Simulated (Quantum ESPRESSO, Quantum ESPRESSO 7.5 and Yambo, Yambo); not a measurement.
# SnO2 (Cassiterite): G0W0 on several meshes in Yambo

Wanted: mesh dependence and cost of G0W0 for SnO2 (Cassiterite).

Method: PBE and many-body steps on it, plane waves, in Quantum ESPRESSO 7.5 and Yambo 5.3.0.

### 1. Starting point

The structure is tetragonal, space group P4_2/mnm (No. 136). Conventional cell: a = 4.738 Å, b = 4.738 Å, c = 3.187 Å, α = 90.00°, β = 90.00°, γ = 90.00°. Nearest to Sn lie 6 O at 2.05 to 2.06 Å. Nearest to O lie 3 Sn at 2.05 to 2.06 Å. Farther neighbours and most contacts between anions are not listed.

The cell and positions come from the Crystallography Open Database and are kept as given unless a step says otherwise.

### 2. Empty states on the mesh, 2×2×2 mesh, 109 bands

This step: Quantum ESPRESSO 7.5; DFT, PBE, plane waves, norm-conserving pseudopotentials.

The sums over transitions need many empty states on a uniform mesh; this step solves for them.

Contents of pw.in:

```
&control
  calculation = 'nscf'
  prefix = 'x'
  outdir = 'o'
  pseudo_dir = 'pseudo'
/
&system
  ibrav = 0
  nat = 6
  ntyp = 2
  ecutwfc = 84.0
  nbnd = 109
  force_symmorphic = .true.
/
&electrons
  conv_thr = 1e-9
  electron_maxstep = 80
  diago_full_acc = .true.
  diago_thr_init = 5e-6
/
ATOMIC_SPECIES
  Sn 118.71 Sn.upf
  O 15.999 O.upf
CELL_PARAMETERS angstrom
  4.7380000000 0.0000000000 0.0000000000
  0.0000000000 4.7380000000 0.0000000000
  0.0000000000 0.0000000000 3.1865000000
ATOMIC_POSITIONS crystal
  Sn 0.0000000000 0.0000000000 0.0000000000
  Sn 0.5000000000 0.5000000000 0.5000000000
  O 0.3071000000 0.3071000000 0.0000000000
  O 0.1929000000 0.8071000000 0.5000000000
  O 0.6929000000 0.6929000000 0.0000000000
  O 0.8071000000 0.1929000000 0.5000000000
K_POINTS automatic
  2 2 2 0 0 0
```

Command:

```console
$ OMP_NUM_THREADS=1 mpirun -n 8 pw.x -nk 4 -in pw.in > pw.out
```

The program printed:

```text
Program PWSCF v.7.5 starts

     This program is part of the open-source Quantum ESPRESSO suite
     for quantum simulation of materials; please cite
         "P. Giannozzi et al., J. Phys.:Condens. Matter 21 395502 (2009);
         "P. Giannozzi et al., J. Phys.:Condens. Matter 29 465901 (2017);
         "P. Giannozzi et al., J. Chem. Phys. 152 154105 (2020);
     in publications or presentations arising from this work. More details at

     Atomic positions and unit cell read from directory:
     o/x.save/

     Message from routine setup:
[...]
-116.6530-116.6530 -72.4821 -72.4821 -72.4387 -72.4387 -72.4342 -72.4342
[...]
54.5756  54.5756  55.0493  55.0493  56.9723  56.9723  59.4131  59.4131
    60.4069  60.4069  61.0494  61.0494  62.0743  62.0743  63.6055  63.6055
    63.6752  63.6752  64.0033  64.0033  64.9575

          k = 0.0000-0.5000-0.7434 (  6268 PWs)   bands (ev):

     [... further k-points ...]

     highest occupied, lowest unoccupied level (ev):    11.2481   12.5370

     XML data file, pseudopotentials, collected wavefunctions

=------------------------------------------------------------------------------=
   JOB DONE.
=------------------------------------------------------------------------------=
```

Run time: 5.5 s. Hardware: 8 MPI ranks of Arm Neoverse V2, shared host; peak memory 0.63 GiB; 43 s of CPU time.

This step gave:

| Property | Result |
| --- | --- |
| gap | 1.289 eV |
| k of the valence top | 0, 0, 0 |
| k of the conduction bottom | 0, 0, 0 |
| least direct gap | 1.289 eV |
| k points computed | 6 |
| lowest point of the top converged band, above the valence top | 52.5772 eV |

On this mesh the gap is 1.289 eV.

The density comes from a self-consistent run that is not shown.

### 3. Conversion and set-up

This step: Yambo 5.3.0; conversion and set-up on PBE, plane waves, norm-conserving pseudopotentials.

The states are converted to the many-body program's format and the q mesh is built.

Command:

```console
$ (cd o/x.save; p2y > p2y.log; mv SAVE ../..); yambo > setup.log
```

The program printed:

```text
 Yambo, version 5.3.0

 [02] CORE Variables Setup
 =========================

  [02.01] Unit cells
  ==================

  Cell kind             :  Unknown
  Atoms in the cell     :  Sn  O
  number of Sn atoms    :  2
  number of O  atoms    :   4

  List of atomic masses
  Mass of Sn    :  118.7100
  Mass of O     :  15.99900

  List of atomic coordinates    : [cc]
  Sn1       :  0.000000  0.000000  0.000000  order 1
  Sn2       :  4.476761  4.476761  3.010806  order 2
  O1       :  2.749627  2.749627  0.000000  order 3
  O2       :  1.727134  7.226388  3.010806  order 4
[...]
==========================================

 IBZ Q-points                                      :   6
 BZ  Q-points                                      :   8

 K/Q-points units:
 rlu = crystal or reduced units; cc = cartesian coordinates; iku = interal k-units

 Q [1]          [rlu]:  0.000000  0.000000  0.000000
 Q [2]          [rlu]:  0.000000  0.000000 -0.500000
 Q [3]          [rlu]:  0.000000 -0.500000  0.000000
 Q [4]          [rlu]:  0.000000 -0.500000 -0.500000
 Q [5]          [rlu]: -0.500000 -0.500000  0.000000
 Q [6]          [rlu]: -0.500000 -0.500000 -0.500000

  [03.01] X indexes
  =================

   [03.01.01] Sigma indexes
   ========================

 [06] Game Over & Game summary
```

The job ended after 2 s (1 MPI rank; peak memory 0.24 GiB).

### 4. 2×2×2

Now the one-shot GW correction: screening in the RPA, then the self-energy of the levels asked for.

This step: G0W0 on PBE, plane waves, norm-conserving pseudopotentials.

Contents of gw13.in:

```
HF_and_locXC
gw0
dyson
ppa
em1d
rim_cut
RandQpts= 1000000
RandGvec= 1 RL
EXXRLvcs= 84 Ry
VXCRLvcs= 336 Ry
Chimod= "HARTREE"
% BndsRnXp
 1 | 109 |
%
NGsBlkXp= 11 Ry
% LongDrXp
 1 | 1 | 1 |
%
% GbndRnge
 1 | 109 |
%
DysSolver= "n"
ExtendOut
PPAPntXp= 27.21138 eV
% QPkrange
 1 | 1 | 33 | 36 |
%
```

Command:

```console
$ OMP_NUM_THREADS=2 mpirun -n 4 yambo -F gw13.in -J gw13 -C gw13 > gw13.log
```

The program printed:

```text
 Yambo, version 5.3.0

 [02] CORE Variables Setup
 =========================

  [... cell, symmetries and grids as in the set-up ...]

  [02.05] Energies & Occupations
  ==============================

  [X] === General ===
  [X] Electronic Temperature                        :  0.000000  0.000000 [eV K]
  [X] Bosonic    Temperature                        :  0.000000  0.000000 [eV K]
  [X] Finite Temperature mode                       : no
  [X] El. density                                   :  0.95062E+24 [cm-3]
  [X] Fermi Level                                   :  11.24814 [eV]

  [X] === Gaps and Widths ===
  [X] Conduction Band Min                           :  1.288897 [eV]
  [X] Valence Band Max                              :  0.000000 [eV]
  [X] Filled Bands                                  :   34
  [X] Empty Bands                                   :   35  109
  [X] Direct Gap                                    :  1.288897 [eV]
  [X] Direct Gap localized at k                     :  1
  [X] Indirect Gap                                  :  1.288897 [eV]
  [X] Indirect Gap between kpts                     :  1  1
  [X] Last valence band width                       :  1.252535 [eV]
  [X] 1st conduction band width                     :  5.193994 [eV]

 [03] Transferred momenta grid and indexing
 ==========================================

 IBZ Q-points                                      :   6
 BZ  Q-points                                      :   8

 K/Q-points units:
 rlu = crystal or reduced units; cc = cartesian coordinates; iku = interal k-units

 Q [1]          [rlu]:  0.000000  0.000000  0.000000
 Q [2]          [rlu]:  0.000000  0.000000 -0.500000
 Q [3]          [rlu]:  0.000000 -0.500000  0.000000
 Q [4]          [rlu]:  0.000000 -0.500000 -0.500000
 Q [5]          [rlu]: -0.500000 -0.500000  0.000000
 Q [6]          [rlu]: -0.500000 -0.500000 -0.500000

 [04] Coloumb potential Random Integration (RIM)
 ===============================================

  [04.01] RIM initialization
  ==========================

  * Diagonal components only detected *

  8 x (sBL volume)        :  0.513853 [a.u.]
  sBZ random points       :  1000000
  Points outside the sBZ  :   7992674
  RL volume               :  0.513853 [a.u.]
  Integrated volume       :  0.514324 [a.u.]

  [04.02] RIM integrals
  =====================

  Gamma point sphere radius             :  0.145288 [a.u.]
  Points outside the sphere             :   799713
  [Int_sBZ(q=0) 1/q^2]*(Vol_sBZ)^(-1/3) =:  7.541870
                                 should be <:  7.795600

  Summary of Coulomb integrals for non-metallic bands |Q|[au] RIM/Bare

  Q [1] 0.100000E-4 0.967452 * Q [3] 0.350878 0.954101
  Q [5] 0.496216 0.995592 * Q [2] 0.521720 1.178302
  Q [4] 0.628734 1.091083 * Q [6] 0.720015 1.053264

 [05] Dipoles
 ============

  [05.01] Setup: observables and procedures
  =========================================

  [WARNING] [x,Vnl] slows the Dipoles computation. To neglect it rename the ns.kb_pp file

 [06] Dynamic Dielectric Matrix (PPA)
 ====================================

 [WR./gw13//ndb.pp]--------------------------------------------------------------
  Brillouin Zone Q/K grids (IBZ/BZ)                :   6   8   6   8
  RL vectors                                       :   7807 [WF]
  Coulomb cutoff potential                         : none
  Electronic Temperature                           :  0.000000 [K]
  Bosonic    Temperature                           :  0.000000 [K]
  PPA    diel. fun.  energies                      : Perdew, Burke & Ernzerhof(X)+Perdew, Burke & Ernzerhof(C)
  wavefunctions                                    : Perdew, Burke & Ernzerhof(X)+Perdew, Burke & Ernzerhof(C)
  Global Gauge                                     : length
  X matrix size                                    :   323
  X band range                                     :    1  109
  X e/h energy range                               : -1.000000 -1.000000 [eV]
  X Time ordering                                  : R
  X Hxc Kernel                                     : HARTREE
  X Drude frequency                                :  0.000000  0.000000
  X poles                                          :  100.0000 [o/o]
  RL vectors in the sum                            :   7807
  [r,Vnl] included                                 : yes
  Field direction                                  :  0.577350E-5  0.577350E-5  0.577350E-5
  BZ energy Double Grid                            : no
  BZ energy DbGd points                            : 0
  BZ Q point size factor                           : -1.000000
  X Optical Averaged directions                    : none

 [07] Local Exchange-Correlation + Non-Local Fock
 ================================================

 [VXC] Plane waves :   50163
 [EXS] Plane waves :   6281

 QP @ state[ 1 ] K range:  1  1
 QP @ state[ 1 ] b range:   33   36

 [xc] Functional : Perdew, Burke & Ernzerhof(X)+Perdew, Burke & Ernzerhof(C)
 [xc] LIBXC used to calculate xc functional
  PP Number of Atomic Species                      :  2
  NLCC RL compoments                               :   50163
  PP Number of Atomic Species                      :  2
  NLCC RL compoments                               :   50163

 [xc] E_xc :  -50.09054 [Ha]
      E_xc :  -100.1811 [Ry]

  Local XC kind (lXC) : Perdew, Burke & Ernzerhof(X)+Perdew, Burke & Ernzerhof(C)
  Non-Local XC kind (nlXC) : Hartree-Fock

  Corrections @ K [1] :  [eV]
 <33|nlXC|33> = -25.29118  0.67461E-17 <33|lXC|33> = -19.98563 -0.56645E-15
 <34|nlXC|34> = -25.90842  0.46805E-16 <34|lXC|34> = -20.32109 -0.18882E-15
 <35|nlXC|35> = -11.98498  0.28611E-18 <35|lXC|35> = -16.47477  0.56639E-15
 <36|nlXC|36> = -10.32632  0.27490E-17 <36|lXC|36> = -16.24748  0.30761E-19

 [08] Dyson equation: Newton solver
 ==================================

  [08.01] G0W0 (W PPA)
  ====================

  [  GW  ] Bands range     :    1  109
  [GW/PPA] G damping       :  0.100000 [eV]

  QP @ state[ 1 ] K range:  1  1
  QP @ state[ 1 ] b range:   33   36

   Sc/G bands                                       :    1  109
   Sc/G damping                                     :  0.100000 ev
   Sc bands terminator                              : no
   Sx RL components                                 :   6281

   QP @ state[ 1 ] K range                          :  1  1
   QP @ state[ 1 ] b range                          :   33   36
   GF energies kind                                 : Perdew, Burke & Ernzerhof(X)+Perdew, Burke & Ernzerhof(C)
   GF WF`s kind                                     : Perdew, Burke & Ernzerhof(X)+Perdew, Burke & Ernzerhof(C)
   Xs energies kind                                 : Perdew, Burke & Ernzerhof(X)+Perdew, Burke & Ernzerhof(C)
   Xs WF`s kind                                     : Perdew, Burke & Ernzerhof(X)+Perdew, Burke & Ernzerhof(C)

 [11] Game Over & Game summary
```

Wall time 12 s (4 MPI ranks); peak memory 1.9 GiB; 73 s of CPU time.

Numbers from this step:

```
G0W0 gap on the points computed              : 2.527 eV
starting gap on the mesh                     : 1.289 eV
k of the valence top                         : 0, 0, 0
k of the conduction bottom                   : 0, 0, 0
least direct G0W0 gap on the computed points : 2.527 eV
Z at the valence top                         : 0.7804
Z at the conduction bottom                   : 0.8286
```

The gap on the mesh goes from 1.29 eV to 2.53 eV, a correction of +1.24 eV.

### 5. Empty states on the mesh, 2×2×4 mesh, 109 bands

This step: Quantum ESPRESSO 7.5; DFT, PBE, plane waves, norm-conserving pseudopotentials.

Edit pw.in of step 2 so:

```diff
@@ -35,2 +35,2 @@
 K_POINTS automatic
-  2 2 2 0 0 0
+  2 2 4 0 0 0
```

Command:

```console
$ OMP_NUM_THREADS=1 mpirun -n 8 pw.x -nk 4 -in pw.in > pw.out
```

The program printed:

```text
[banner, memory and clock lines left out]
Program PWSCF v.7.5 starts

     Atomic positions and unit cell read from directory:
     o/x.save/

     Message from routine setup:
     using ibrav=0 with symmetry is DISCOURAGED, use correct ibrav instead

     bravais-lattice index     =            0
     lattice parameter (alat)  =       8.9535  a.u.
     unit-cell volume          =     482.7259 (a.u.)^3
     number of atoms/cell      =            6
     number of atomic types    =            2
     number of electrons       =        68.00
[...]
63.0098  63.3244  63.3244  64.2884  64.4298

          k = 0.0000 0.0000-0.7434 (  6274 PWs)   bands (ev):

  -116.6528-116.6528 -72.4818 -72.4817 -72.4386 -72.4386 -72.4384 -72.4384
[...]
53.6942  53.6942  56.7281  56.7281  57.7191  57.7191  58.1409  58.1409
    60.2937  60.2937  60.7834  60.7834  62.1777  62.1777  63.1064  63.1064
    63.2781  63.2781  64.8592  64.8592  66.3106

          k = 0.0000-0.5000 0.0000 (  6250 PWs)   bands (ev):

     [... further k-points ...]

     highest occupied, lowest unoccupied level (ev):    11.2481   12.5370

     XML data file, pseudopotentials, collected wavefunctions
```

Run time: 7.9 s. Hardware: 8 MPI ranks; peak memory 0.63 GiB.

Numbers from this step:

```
gap                                                           : 1.289 eV
k of the valence top                                          : 0, 0, 0
k of the conduction bottom                                    : 0, 0, 0
least direct gap                                              : 1.289 eV
k points computed                                             : 9
lowest point of the top converged band, above the valence top : 52.5772 eV
```

On this mesh the gap is 1.289 eV.

### 6. Conversion and set-up

This step: Yambo 5.3.0; conversion and set-up on PBE, plane waves, norm-conserving pseudopotentials.

Command:

```console
$ (cd o/x.save; p2y > p2y.log; mv SAVE ../..); yambo > setup.log
```

The program printed:

```text
 Yambo, version 5.3.0

 [02] CORE Variables Setup
 =========================

  [02.01] Unit cells
  ==================

  Cell kind             :  Unknown
  Atoms in the cell     :  Sn  O
  number of Sn atoms    :  2
  number of O  atoms    :   4

  List of atomic masses
  Mass of Sn    :  118.7100
  Mass of O     :  15.99900

  List of atomic coordinates    : [cc]
  Sn1       :  0.000000  0.000000  0.000000  order 1
  Sn2       :  4.476761  4.476761  3.010806  order 2
  O1       :  2.749627  2.749627  0.000000  order 3
  O2       :  1.727134  7.226388  3.010806  order 4
[...]
==========================================

 IBZ Q-points                                      :   9
 BZ  Q-points                                      :  16

 K/Q-points units:
 rlu = crystal or reduced units; cc = cartesian coordinates; iku = interal k-units

 Q [1]          [rlu]:  0.000000  0.000000  0.000000
 Q [2]          [rlu]:  0.000000  0.000000  0.250000
 Q [3]          [rlu]:  0.000000  0.000000 -0.500000
[...]
Q [8]          [rlu]: -0.500000 -0.500000  0.250000
 Q [9]          [rlu]: -0.500000 -0.500000 -0.500000

  [03.01] X indexes
  =================

   [03.01.01] Sigma indexes
   ========================

 [06] Game Over & Game summary
```

The job ended after 2.1 s (1 MPI rank; peak memory 0.24 GiB).

### 7. 2×2×4

This step: G0W0 on PBE, plane waves, norm-conserving pseudopotentials.

Contents of gw14.in:

```
HF_and_locXC
gw0
dyson
ppa
em1d
rim_cut
RandQpts= 1000000
RandGvec= 1 RL
EXXRLvcs= 84 Ry
VXCRLvcs= 336 Ry
Chimod= "HARTREE"
% BndsRnXp
 1 | 109 |
%
NGsBlkXp= 11 Ry
% LongDrXp
 1 | 1 | 1 |
%
% GbndRnge
 1 | 109 |
%
DysSolver= "n"
ExtendOut
PPAPntXp= 27.21138 eV
% QPkrange
 1 | 1 | 33 | 36 |
%
```

Command:

```console
$ OMP_NUM_THREADS=2 mpirun -n 4 yambo -F gw14.in -J gw14 -C gw14 > gw14.log
```

The program printed:

```text
 Yambo, version 5.3.0

 [02] CORE Variables Setup
 =========================

  [... cell, symmetries and grids as in the set-up ...]

  [02.05] Energies & Occupations
  ==============================

  [X] === General ===
  [X] Electronic Temperature                        :  0.000000  0.000000 [eV K]
  [X] Bosonic    Temperature                        :  0.000000  0.000000 [eV K]
  [X] Finite Temperature mode                       : no
  [X] El. density                                   :  0.95062E+24 [cm-3]
  [X] Fermi Level                                   :  11.24814 [eV]

  [X] === Gaps and Widths ===
  [X] Conduction Band Min                           :  1.288897 [eV]
  [X] Valence Band Max                              :  0.000000 [eV]
  [X] Filled Bands                                  :   34
  [X] Empty Bands                                   :   35  109
  [X] Direct Gap                                    :  1.288897 [eV]
  [X] Direct Gap localized at k                     :  1
  [X] Indirect Gap                                  :  1.288897 [eV]
  [X] Indirect Gap between kpts                     :  1  1
  [X] Last valence band width                       :  1.252535 [eV]
  [X] 1st conduction band width                     :  5.193994 [eV]

 [03] Transferred momenta grid and indexing
 ==========================================

 IBZ Q-points                                      :   9
 BZ  Q-points                                      :  16

 K/Q-points units:
 rlu = crystal or reduced units; cc = cartesian coordinates; iku = interal k-units

 Q [1]          [rlu]:  0.000000  0.000000  0.000000
 Q [2]          [rlu]:  0.000000  0.000000  0.250000
 Q [3]          [rlu]:  0.000000  0.000000 -0.500000
[...]
================================================

 [VXC] Plane waves :   50163
 [EXS] Plane waves :   6281

 QP @ state[ 1 ] K range:  1  1
 QP @ state[ 1 ] b range:   33   36

 [xc] Functional : Perdew, Burke & Ernzerhof(X)+Perdew, Burke & Ernzerhof(C)
 [xc] LIBXC used to calculate xc functional
  PP Number of Atomic Species                      :  2
  NLCC RL compoments                               :   50163
  PP Number of Atomic Species                      :  2
  NLCC RL compoments                               :   50163

 [xc] E_xc :  -50.05722 [Ha]
      E_xc :  -100.1144 [Ry]

  Local XC kind (lXC) : Perdew, Burke & Ernzerhof(X)+Perdew, Burke & Ernzerhof(C)
  Non-Local XC kind (nlXC) : Hartree-Fock

  Corrections @ K [1] :  [eV]
 <33|nlXC|33> = -25.36968  0.15206E-16 <33|lXC|33> = -19.98349 -0.37763E-15
 <34|nlXC|34> = -25.96590  0.27254E-16 <34|lXC|34> = -20.31723 -0.18882E-15
 <35|nlXC|35> = -12.28510 -0.26697E-17 <35|lXC|35> = -16.49542  0.41912E-19
 <36|nlXC|36> = -10.63363  0.27385E-17 <36|lXC|36> = -16.29273  0.47181E-16

 [08] Dyson equation: Newton solver
 ==================================

  [08.01] G0W0 (W PPA)
  ====================

  [  GW  ] Bands range     :    1  109
  [GW/PPA] G damping       :  0.100000 [eV]

  QP @ state[ 1 ] K range:  1  1
  QP @ state[ 1 ] b range:   33   36

   Sc/G bands                                       :    1  109
   Sc/G damping                                     :  0.100000 ev
   Sc bands terminator                              : no
   Sx RL components                                 :   6281

   QP @ state[ 1 ] K range                          :  1  1
   QP @ state[ 1 ] b range                          :   33   36
   GF energies kind                                 : Perdew, Burke & Ernzerhof(X)+Perdew, Burke & Ernzerhof(C)
   GF WF`s kind                                     : Perdew, Burke & Ernzerhof(X)+Perdew, Burke & Ernzerhof(C)
   Xs energies kind                                 : Perdew, Burke & Ernzerhof(X)+Perdew, Burke & Ernzerhof(C)
   Xs WF`s kind                                     : Perdew, Burke & Ernzerhof(X)+Perdew, Burke & Ernzerhof(C)

 [11] Game Over & Game summary
```

It took 26 s on 4 MPI ranks; peak memory 2.3 GiB.

Numbers from this step:

```
G0W0 gap on the points computed              : 2.677 eV
starting gap on the mesh                     : 1.289 eV
k of the valence top                         : 0, 0, 0
k of the conduction bottom                   : 0, 0, 0
least direct G0W0 gap on the computed points : 2.677 eV
Z at the valence top                         : 0.7856
Z at the conduction bottom                   : 0.8362
```

Against G0W0 in Yambo (2×2×2 mesh, 109 bands, screening to 149.7 eV, Godby-Needs plasmon pole), the gap moves by +0.149 eV.

(Part 1 of 2 ends here.)

[Paths, hosts, dates, memory and timing lines, banners, echoed tables and standing remarks are left out of the program output.]

[Logs are printed without paths, hosts, clocks, repeated set-up lines and the standing remarks that a program may print on its own settings, such as how far it seeks lower states.]

[Runs of the session that timed out or met a known fault of the program may be left out.]

[Hosts, paths, dates, database ids (printed as entryN), source tags and the programs' standing remarks are cut or masked in the printed files.]
